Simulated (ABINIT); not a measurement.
# Quasiparticle gap of CsPbI2Br (P4/mmm) in ABINIT, part 3 of 3

How does a plane-wave GW calculation on CsPbI2Br (P4/mmm) run from the first input to the gap?

ABINIT 10.8.3; PBE and many-body steps on it, plane waves. Known limits of the many-body steps: not at the basis limit; no spin-orbit coupling; coarse k mesh.

So far. Step 3 (Bands along the symmetry lines): The gap is 1.485 eV, as in the run before at this level. Step 4 (Empty states on the mesh, 2×2×2 mesh, 162 bands): On this mesh the gap is 1.485 eV.

**5. Screening, 2×2×2 mesh, 148 bands, screening to 87.1 eV**

The RPA dielectric matrix is built and inverted for each q.

This step: RPA screening on PBE, plane waves, norm-conserving pseudopotentials.

Input file run.abi:

```
acell 3*1.0 Angstrom
rprim 
  6.375296000000 0.000000000000 0.000000000000
  0.000000000000 6.375296000000 0.000000000000
  0.000000000000 0.000000000000 5.962220000000
ntypat 4
znucl 55 82 53 35
natom 5
typat 1 2 3 3 4
xred 
  0.500000000000 0.500000000000 0.500000000000
  0.000000000000 0.000000000000 0.000000000000
  0.000000000000 0.500000000000 0.000000000000
  0.500000000000 0.000000000000 0.000000000000
  0.000000000000 0.000000000000 0.500000000000
pp_dirpath "pseudos"
pseudos "Cs.upf, Pb.upf, I.upf, Br.upf"
ecut 34
ngkpt 2 2 2
nshiftk 1
shiftk 0 0 0
kptopt 1
chksymbreak 0
istwfk *1
occopt 1
irdwfk 1
optdriver 3
nband 148
ecuteps 3.2
inclvkb 2
awtr 1
symchi 1
indata_prefix "in"
outdata_prefix "out"
tmpdata_prefix "tmp"
```

Started as:

```sh
OMP_NUM_THREADS=1 mpirun -n 8 abinit run.abi > log
```

Numbers of over 12 decimals in the logs are rounded to 6 here.

Output:

```text
.Version 10.8.3 of ABINIT. v10.8.2 released Aug 2026.

 Symmetries : space group P4/m m m (#123); Bravais tP (primitive tetrag.)
[... echo of the input left out ...]
== DATASET  1 ==================================================================
-   mpi_nproc: 8, omp_nthreads: 1 (-1 if OMP is not activated)

--- !DatasetInfo
iteration_state: {dtset: 1, }
dimensions: {natom: 5, nkpt: 6, mband: 148, nsppol: 1, nspinor: 1, nspden: 1, mpw: 15544, }
cutoff_energies: {ecut:  34.0, pawecutdg:  -1.0, }
electrons: {nelect:   9.80000000E+01, charge:   0.00000000E+00, occopt:   1.00000000E+00, tsmear:   1.00000000E-02, }

 SCREENING: Calculation of the susceptibility and dielectric matrices

 Based on a program developped by R.W. Godby, V. Olevano, G. Onida, and L. Reining.
 Incorporated in ABINIT by V. Olevano, G.-M. Rignanese, and M. Torrent.
.Using double precision arithmetic ; gwpc =  8

[... cell and pseudopotentials left out ...]
--------------------------------------------------------------------------------

 ==== K-mesh for the wavefunctions ====
 Number of points in the irreducible wedge :     6
[... list of points left out ...]
 Together with 16 symmetry operations and time-reversal symmetry
 yields     8 points in the full Brillouin Zone.

 ==== Q-mesh for the screening function ====
 Number of points in the irreducible wedge :     6
[... list of points left out ...]
 Together with 16 symmetry operations and time-reversal symmetry
 yields     8 points in the full Brillouin Zone.

 setmesh: FFT mesh size selected  =    45x   45x   40
          total number of points  =        81000

 vcoul_init : cutoff-mode = AUXILIARY_FUNCTION
 q-points for optical limit:   1
     1)      0.000010    0.000020    0.000030

- screening: taking advantage of time-reversal symmetry
- Maximum band index for partially occupied states nbvw = 49
- Remaining bands to be divided among processors   nbcw = 99
- Number of bands treated by each node ~12

 Number of electrons calculated from density =   98.0000; Expected =   98.0000
 average of density, n =  0.059927
 r_s =    1.5852
 omega_plasma =   23.6138 [eV]

 calculating chi0 at frequencies [eV] :
  1    0.000000E+00    0.000000E+00
  2    0.000000E+00    2.361381E+01

--------------------------------------------------------------------------------
  q-point number  1        q = ( 0.000000, 0.000000, 0.000000) [r.l.u.]
--------------------------------------------------------------------------------
[... chi0 elements left out ...]
 For q-point:  0.000010 0.000020 0.000030
  dielectric constant =   9.8003
  dielectric constant without local fields =  11.1638

  Average fulfillment of the sum rule on Im[epsilon] for q-point    1 :     37.64  [%]
[... wings left out ...]
  q-point number  2        q = ( 0.500000, 0.000000, 0.000000) [r.l.u.]
--------------------------------------------------------------------------------
[... chi0 elements left out ...]
  Average fulfillment of the sum rule on Im[epsilon] for q-point    2 :     43.09  [%]

 [... 4 further q-points ...]
```

It took 1.9 min on 8 MPI ranks of Intel Xeon Platinum 8488C (Sapphire Rapids), shared host; peak memory 6.3 GiB.

Numbers from this step:

- ε∞ with local fields, on this mesh, along the program's q direction: 9.800
- the same without local fields: 11.16
- plasma frequency: 23.61 eV
- plane waves in the screening matrix: 461

Local fields lower ε∞ by 12 %. On a Γ-centred mesh this coarse the value itself is usually too large, while a short band sum pulls it down.

**6. Self-energy, 2×2×2 mesh, 148 bands, screening to 87.1 eV**

The self-energy is evaluated for the states that the input lists, and the levels follow from it, in one-shot runs by the linearised quasiparticle equation.

This step: G0W0 on PBE, plane waves, norm-conserving pseudopotentials.

run.abi, as its differences from that of step 5:

```diff
@@ -26,8 +26,17 @@
 irdwfk 1
-optdriver 3
+optdriver 4
 nband 148
+gwcalctyp 0
+ecutsigx 34
+symsigma 1
+nkptgw 2
+kptgw 
+  0.5000000000 0.5000000000 0.5000000000
+  0.0000000000 0.0000000000 0.0000000000
+bdgw 
+  48 51
+  48 51
 ecuteps 3.2
-inclvkb 2
-awtr 1
-symchi 1
+irdscr 1
+ppmodel 1
 indata_prefix "in"
```

Output:

```text
.Version 10.8.3 of ABINIT. v10.8.2 released Aug 2026.

 Symmetries : space group P4/m m m (#123); Bravais tP (primitive tetrag.)
[... echo of the input left out ...]
== DATASET  1 ==================================================================
-   mpi_nproc: 8, omp_nthreads: 1 (-1 if OMP is not activated)

--- !DatasetInfo
iteration_state: {dtset: 1, }
dimensions: {natom: 5, nkpt: 6, mband: 148, nsppol: 1, nspinor: 1, nspden: 1, mpw: 15544, }
cutoff_energies: {ecut:  34.0, pawecutdg:  -1.0, }
electrons: {nelect:   9.80000000E+01, charge:   0.00000000E+00, occopt:   1.00000000E+00, tsmear:   1.00000000E-02, }

 SIGMA: Calculation of the GW corrections

 Based on a program developped by R.W. Godby, V. Olevano, G. Onida, and L. Reining.
 Incorporated in ABINIT by V. Olevano, G.-M. Rignanese, and M. Torrent.
.Using double precision arithmetic ; gwpc =  8

[... cell and pseudopotentials left out ...]
--------------------------------------------------------------------------------

 ==== K-mesh for the wavefunctions ====
 Number of points in the irreducible wedge :     6
[... list of points left out ...]
 Together with 16 symmetry operations and time-reversal symmetry
 yields     8 points in the full Brillouin Zone.

 ==== Q-mesh for screening function ====
 Number of points in the irreducible wedge :     6
[... list of points left out ...]
 Together with 16 symmetry operations and time-reversal symmetry
 yields     8 points in the full Brillouin Zone.

 vcoul_init : cutoff-mode = AUXILIARY_FUNCTION
 q-points for optical limit:   1
     1)      0.000010    0.000020    0.000030
 setmesh: FFT mesh size selected  =    64x   64x   60
          total number of points  =       245760

 Number of electrons calculated from density =   98.0000; Expected =   98.0000
 average of density, n =  0.059927
 r_s =    1.5852
 omega_plasma =   23.6138 [eV]

 === KS Band Gaps ===
  >>>> For spin  1
   Minimum direct gap =   1.4850 [eV], located at k-point      :   0.5000  0.5000  0.5000
   Fundamental gap    =   1.4850 [eV], Top of valence bands at :   0.5000  0.5000  0.5000
                                       Bottom of conduction at :   0.5000  0.5000  0.5000
 SIGMA fundamental parameters:
 PLASMON POLE MODEL  1
 number of plane-waves for SigmaX                15485
 number of plane-waves for SigmaC and W            461
 number of plane-waves for wavefunctions         15485
 number of bands                                   148
 number of independent spin polarizations            1
 number of spinorial components                      1
 number of k-points in IBZ                           6
 number of q-points in IBZ                           6
 number of symmetry operations                      16
 number of k-points in BZ                            8
 number of q-points in BZ                            8
 number of frequencies for dSigma/dE                 9
 frequency step for dSigma/dE [eV]                0.25
 number of omega for Sigma on real axis              0
 max omega for Sigma on real axis  [eV]           0.00
 zcut for avoiding poles [eV]                     0.10

 EPSILON^-1 parameters (SCR file):
 dimension of the eps^-1 matrix on file            461
 dimension of the eps^-1 matrix used               461
 number of plane-waves for wavefunctions         15485
 number of bands                                   148
 number of q-points in IBZ                           6
 number of frequencies                               2
 number of real frequencies                          1
 number of imag frequencies                          1

 matrix elements of self-energy operator (all in [eV])

 Perturbative Calculation

--- !SelfEnergy_ee
iteration_state: {dtset: 1, }
kpoint     : [   0.500,    0.500,    0.500, ]
spin       : 1
KS_gap     :    1.485
QP_gap     :    2.523
Delta_QP_KS:    1.038
data: !SigmaeeData |
     Band     E0 <VxcDFT>   SigX SigC(E0)      Z dSigC/dE  Sig(E)    E-E0       E
       48   1.529 -13.323 -16.141   2.421   0.791  -0.264 -13.637  -0.315   1.215
       49   2.392 -14.634 -16.789   1.962   0.801  -0.248 -14.789  -0.154   2.238
       50   3.877 -10.437  -6.670  -2.681   0.813  -0.230  -9.554   0.883   4.761
       51   3.877 -10.437  -6.670  -2.681   0.813  -0.230  -9.554   0.883   4.761

--- !SelfEnergy_ee
iteration_state: {dtset: 1, }
kpoint     : [   0.000,    0.000,    0.000, ]
spin       : 1
KS_gap     :    4.435
QP_gap     :    5.180
Delta_QP_KS:    0.745
data: !SigmaeeData |
     Band     E0 <VxcDFT>   SigX SigC(E0)      Z dSigC/dE  Sig(E)    E-E0       E
       48   1.118 -13.026 -16.044   2.479   0.789  -0.268 -13.451  -0.425   0.693
       49   1.118 -13.026 -16.044   2.479   0.789  -0.268 -13.451  -0.425   0.693
       50   5.553  -6.170  -2.807  -2.982   0.840  -0.190  -5.850   0.320   5.873
       51   6.453  -6.173  -2.737  -2.919   0.839  -0.192  -5.739   0.434   6.887

== END DATASET(S) ==============================================================
================================================================================

 -outvars: echo values of variables after computation  --------
           etotal      0.0000000000E+00
            nband         148
             nkpt           6
          spgroup         123
 [... the other variables as echoed above ...]

 Calculation completed.
```

It took 15 s on 8 MPI ranks; peak memory 3.4 GiB.

Numbers from this step:

```
G0W0 gap on the points computed              : 2.523 eV
starting gap on the mesh                     : 1.485 eV
k of the valence top                         : 0.5, 0.5, 0.5
k of the conduction bottom                   : 0.5, 0.5, 0.5
Z at the valence top                         : 0.801
Z at the conduction bottom                   : 0.813
least direct G0W0 gap on the computed points : 2.523 eV
```

The gap on the mesh goes from 1.48 eV to 2.52 eV, a correction of +1.04 eV.

Limits: finite bands, cutoff and mesh; no spin-orbit coupling; coarse k mesh. v1 is the top filled band, c1 the lowest empty one. The levels before and after the correction (eV, zero at the valence-band top of each column):

|  | conduction bottom | valence top |
| --- | --- | --- |
| Kohn-Sham | 1.48 | 0.00 |
| G0W0 | 2.52 | 0.00 |

|  | level | energy (eV) |
| --- | --- | --- |
| Kohn-Sham | (0.5 0.5 0.5) v2 | -0.863 |
| Kohn-Sham | (0.5 0.5 0.5) v1 | 0.000 |
| Kohn-Sham | (0.5 0.5 0.5) c1-c2 | 1.485 |
| G0W0 | (0.5 0.5 0.5) v2 | -1.023 |
| G0W0 | (0.5 0.5 0.5) v1 | 0.000 |
| G0W0 | (0.5 0.5 0.5) c1-c2 | 2.523 |

**7. Where the time went**

Times are wall times on 8 MPI ranks of Intel Xeon Platinum 8488C (Sapphire Rapids), shared host, good to a factor of about two.

| step | time | share | memory (GiB) |
| --- | --- | --- | --- |
| ground state | 3.7 min | 25 % | 1.2 |
| bands along the symmetry lines | 5.7 min | 39 % | 1.8 |
| empty states on the mesh | 3 min | 21 % | 1.0 |
| screening | 1.9 min | 13 % | 6.3 |
| self-energy | 15 s | 2 % | 3.4 |

**8. Summary of results**

| Property | Result |
| --- | --- |
| PBE gap | 1.48 eV, direct |
| G0W0 gap on the mesh | 2.52 eV |
| GW settings | 2×2×2 mesh, 148 bands, screening to 87.1 eV, Godby-Needs plasmon pole |
| known limits | not at the basis limit; no spin-orbit coupling; coarse k mesh |

**Reading.** G0W0 moves the gap on the mesh from 1.48 eV to 2.52 eV (+1.04 eV), with Z of 0.80 and 0.81 at the edges. Local fields lower the RPA ε∞ on this mesh from 11.16 to 9.80; a Γ-centred mesh this coarse tends to raise both, most where the direct gap is narrow, while a short band sum lowers them. Only 2 of the mesh's irreducible points were corrected, so a valley elsewhere could overtake. The dearest step here is «bands along the symmetry lines». Bands and cutoff are finite, so the gap is not at the basis limit. The miss can reach some tenths of an eV and take either sign; the mesh is an error of its own. In the G0W0 run levels were corrected at 2 k points alone, so a gap called «on the mesh» is the least over those, and an edge elsewhere would be missed. The 2×2×2 mesh is coarse for this cell, which bears on the long-range parts of exchange and screening. Where an edge is built on 6p states of lead, bismuth or thallium, scalar-relativistic gaps usually stand too wide, by a few tenths to over one eV. The many-body steps are scalar-relativistic: spin-orbit coupling is not in them.

[Paths, hosts, dates, memory and timing lines, banners, echoed tables and standing remarks are left out of the program output.]

[Logs are printed without paths, hosts, clocks, repeated set-up lines and the standing remarks that a program may print on its own settings, such as how far it seeks lower states.]

[Runs of the session that timed out or met a known fault of the program may be left out.]

[Hosts, paths, dates, database ids (printed as entryN), source tags and the programs' standing remarks are cut or masked in the printed files.]

[G0W0 gaps are taken among the corrected bands and points alone; a level outside them can change the order at an edge.]

[Where Ansatz stands beside ABINIT at settings called matched, ABINIT's density can come from a denser mesh and the files from another edition; pairs whose starting gaps differed by over 0.03 eV were left out, so agreement reads better than it is.]
